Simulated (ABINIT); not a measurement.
# BaLiF3 (Pm-3m): G0W0 in ABINIT against the screening cutoff in the self-energy, part 2 of 2

How does the gap of BaLiF3 (Pm-3m) converge in the screening cutoff in the self-energy?

ABINIT 10.8.3; LDA and many-body steps on it, plane waves. Known limits of the many-body steps: not at the basis limit; no spin-orbit coupling; coarse k mesh.

So far. Step 2 (Screening, 2×2×2 mesh, 120 bands, screening to 176.9 eV): Local fields lower ε∞ by 8 %. On a Γ-centred mesh this coarse the value itself is usually too large, while a short band sum pulls it down. Step 5 (2.3 Ha): The gap on the mesh goes from 6.55 eV to 10.33 eV, a correction of +3.78 eV.

**6. 3.2 Ha**

Level of this step: G0W0 on LDA, plane waves, norm-conserving pseudopotentials (ABINIT).

run.abi

```
acell 3*1.0 Angstrom
rprim 
  3.988581640000 0.000000000000 0.000000000000
  0.000000000000 3.988581640000 0.000000000000
  0.000000000000 0.000000000000 3.988581640000
ntypat 3
znucl 56 3 9
natom 5
typat 1 2 3 3 3
xred 
  0.000000000000 0.000000000000 0.000000000000
  0.500000000000 0.500000000000 0.500000000000
  0.000000000000 0.500000000000 0.500000000000
  0.500000000000 0.500000000000 0.000000000000
  0.500000000000 0.000000000000 0.500000000000
pp_dirpath "pseudos"
pseudos "Ba.upf, Li.upf, F.upf"
ecut 36
ngkpt 2 2 2
nshiftk 1
shiftk 0 0 0
kptopt 1
chksymbreak 0
istwfk *1
occopt 1
irdwfk 1
optdriver 4
nband 120
gwcalctyp 0
ecutsigx 36
symsigma 1
nkptgw 1
kptgw 
  0.0000000000 0.0000000000 0.0000000000
bdgw 
  15 19
ecuteps 3.2
irdscr 1
ppmodel 1
indata_prefix "in"
outdata_prefix "out"
tmpdata_prefix "tmp"
```

Started as:

```sh
> OMP_NUM_THREADS=1 mpirun -n 4 abinit run.abi > log
```

The log of the run:

```text
.Version 10.8.3 of ABINIT. v10.8.2 released Aug 2026.

 Symmetries : space group Pm -3 m (#221); Bravais cP (primitive cubic)
[... echo of the input left out ...]
== DATASET  1 ==================================================================
-   mpi_nproc: 4, omp_nthreads: 1 (-1 if OMP is not activated)

--- !DatasetInfo
iteration_state: {dtset: 1, }
dimensions: {natom: 5, nkpt: 4, mband: 120, nsppol: 1, nspinor: 1, nspden: 1, mpw: 4468, }
cutoff_energies: {ecut:  36.0, pawecutdg:  -1.0, }
[...]
17   1.789 -22.500 -29.824   4.968   0.817  -0.223 -24.425  -1.926  -0.136
       18   8.340 -10.222  -4.967  -3.413   0.878  -0.139  -8.604   1.618   9.958
       19   8.340 -10.222  -4.967  -3.413   0.878  -0.139  -8.604   1.618   9.958

== END DATASET(S) ==============================================================
================================================================================

 -outvars: echo values of variables after computation  --------
           etotal      0.0000000000E+00
            nband         120
             nkpt           4
          spgroup         221
 [... the other variables as echoed above ...]

 Calculation completed.
```

Wall time 3.9 s (4 MPI ranks of Arm Neoverse V1, shared host); peak memory 0.61 GiB; 15 s of CPU time.

This step gave:

```
G0W0 gap on the points computed              : 10.09 eV
starting gap on the mesh                     : 6.550 eV
k of the valence top                         : 0, 0, 0
k of the conduction bottom                   : 0, 0, 0
least direct G0W0 gap on the computed points : 10.09 eV
```

Against the run before, the gap moves by −0.237 eV.

**7. 4.9 Ha**

Edit run.abi of step 6 so:

```diff
@@ -36,3 +36,3 @@
   15 19
-ecuteps 3.2
+ecuteps 4.9
 irdscr 1
```

The log of the run:

```text
.Version 10.8.3 of ABINIT. v10.8.2 released Aug 2026.

 Symmetries : space group Pm -3 m (#221); Bravais cP (primitive cubic)
[... echo of the input left out ...]
== DATASET  1 ==================================================================
-   mpi_nproc: 4, omp_nthreads: 1 (-1 if OMP is not activated)

--- !DatasetInfo
iteration_state: {dtset: 1, }
dimensions: {natom: 5, nkpt: 4, mband: 120, nsppol: 1, nspinor: 1, nspden: 1, mpw: 4468, }
cutoff_energies: {ecut:  36.0, pawecutdg:  -1.0, }
[...]
17   1.789 -22.500 -29.824   5.286   0.806  -0.241 -24.142  -1.642   0.147
       18   8.340 -10.222  -4.967  -3.398   0.877  -0.140  -8.593   1.629   9.969
       19   8.340 -10.222  -4.967  -3.398   0.877  -0.140  -8.593   1.629   9.969

== END DATASET(S) ==============================================================
================================================================================

 -outvars: echo values of variables after computation  --------
           etotal      0.0000000000E+00
            nband         120
             nkpt           4
          spgroup         221
 [... the other variables as echoed above ...]

 Calculation completed.
```

Wall time 5.2 s (4 MPI ranks); peak memory 0.65 GiB.

This step gave:

```
G0W0 gap on the points computed              : 9.822 eV
starting gap on the mesh                     : 6.550 eV
k of the valence top                         : 0, 0, 0
k of the conduction bottom                   : 0, 0, 0
least direct G0W0 gap on the computed points : 9.822 eV
```

Against the run before, the gap moves by −0.272 eV.

**8. 6.5 Ha**

Edit run.abi of step 7 so:

```diff
@@ -36,3 +36,3 @@
   15 19
-ecuteps 4.9
+ecuteps 6.5
 irdscr 1
```

The log of the run:

```text
.Version 10.8.3 of ABINIT. v10.8.2 released Aug 2026.

 Symmetries : space group Pm -3 m (#221); Bravais cP (primitive cubic)
[... echo of the input left out ...]
== DATASET  1 ==================================================================
-   mpi_nproc: 4, omp_nthreads: 1 (-1 if OMP is not activated)

--- !DatasetInfo
iteration_state: {dtset: 1, }
dimensions: {natom: 5, nkpt: 4, mband: 120, nsppol: 1, nspinor: 1, nspden: 1, mpw: 4468, }
cutoff_energies: {ecut:  36.0, pawecutdg:  -1.0, }
[...]
17   1.789 -22.500 -29.824   5.348   0.804  -0.244 -24.088  -1.588   0.201
       18   8.340 -10.222  -4.967  -3.392   0.877  -0.140  -8.588   1.634   9.974
       19   8.340 -10.222  -4.967  -3.392   0.877  -0.140  -8.588   1.634   9.974

== END DATASET(S) ==============================================================
================================================================================

 -outvars: echo values of variables after computation  --------
           etotal      0.0000000000E+00
            nband         120
             nkpt           4
          spgroup         221
 [... the other variables as echoed above ...]

 Calculation completed.
```

Wall time 6.7 s (4 MPI ranks); peak memory 0.69 GiB; 26 s of CPU time.

Numbers from this step:

- G0W0 gap on the points computed: 9.773 eV
- starting gap on the mesh: 6.550 eV
- k of the valence top: 0, 0, 0
- k of the conduction bottom: 0, 0, 0
- least direct G0W0 gap on the computed points: 9.773 eV

Against the run before, the gap moves by −0.049 eV.

**9. Side by side**

Times are wall times on 4 MPI ranks of Arm Neoverse V1, shared host, good to a factor of about two. A run's time includes the screening step that it read.

```
   run   mesh  bands  screening cutoff (eV)  DFT gap (eV)  gap on the mesh (eV)  direct (eV)  ε∞ used  time
0.7 Ha  2×2×2    120                     19         6.550                11.759       11.759     2.69  16 s
1.3 Ha  2×2×2    120                   35.4         6.550                11.422       11.422     2.69  16 s
2.3 Ha  2×2×2    120                   62.6         6.550                10.331       10.331     2.69  16 s
3.2 Ha  2×2×2    120                   87.1         6.550                10.094       10.094     2.69  17 s
4.9 Ha  2×2×2    120                  133.3         6.550                 9.822        9.822     2.69  18 s
6.5 Ha  2×2×2    120                  176.9         6.550                 9.773        9.773     2.69  20 s
```

**10. What came out**

* 0.7 Ha: 11.759 eV
* 1.3 Ha: 11.422 eV
* 2.3 Ha: 10.331 eV
* 3.2 Ha: 10.094 eV
* 4.9 Ha: 9.822 eV
* 6.5 Ha: 9.773 eV
* known limits: not at the basis limit; no spin-orbit coupling; coarse k mesh

The setting moved: screening cutoff in the self-energy. From 0.7 Ha to 6.5 Ha the gap moves by −1.99 eV. The last step still moves it by −0.049 eV. Bands and screening cutoff are coupled, so a series along one setting does not show full convergence. Bands and cutoff are finite, so the gap is not at the basis limit. The miss can reach some tenths of an eV and take either sign; the mesh is an error of its own. In the first G0W0 run levels were corrected at 1 k point alone, so a gap called «on the mesh» is the least over those, and an edge elsewhere would be missed. The 2×2×2 mesh is coarse for this cell, which bears on the long-range parts of exchange and screening. This is the ideal cubic cell; many perovskites, halides above all, are cubic only on average, and local tilts or off-centring can widen the gap. The many-body steps are scalar-relativistic: spin-orbit coupling is not in them.

[Paths, hosts, dates, memory and timing lines, banners, echoed tables and standing remarks are left out of the program output.]

[Logs are printed without paths, hosts, clocks, repeated set-up lines and the standing remarks that a program may print on its own settings, such as how far it seeks lower states.]

[Runs of the session that timed out or met a known fault of the program may be left out.]

[No measured gap is set beside runs whose start may be inverted or whose files or cutoffs have a known fault.]

[Hosts, paths, dates, database ids (printed as entryN), source tags and the programs' standing remarks are cut or masked in the printed files.]

[G0W0 gaps are taken among the corrected bands and points alone; a level outside them can change the order at an edge.]

[Where Ansatz stands beside ABINIT at settings called matched, ABINIT's density can come from a denser mesh and the files from another edition; pairs whose starting gaps differed by over 0.03 eV were left out, so agreement reads better than it is.]
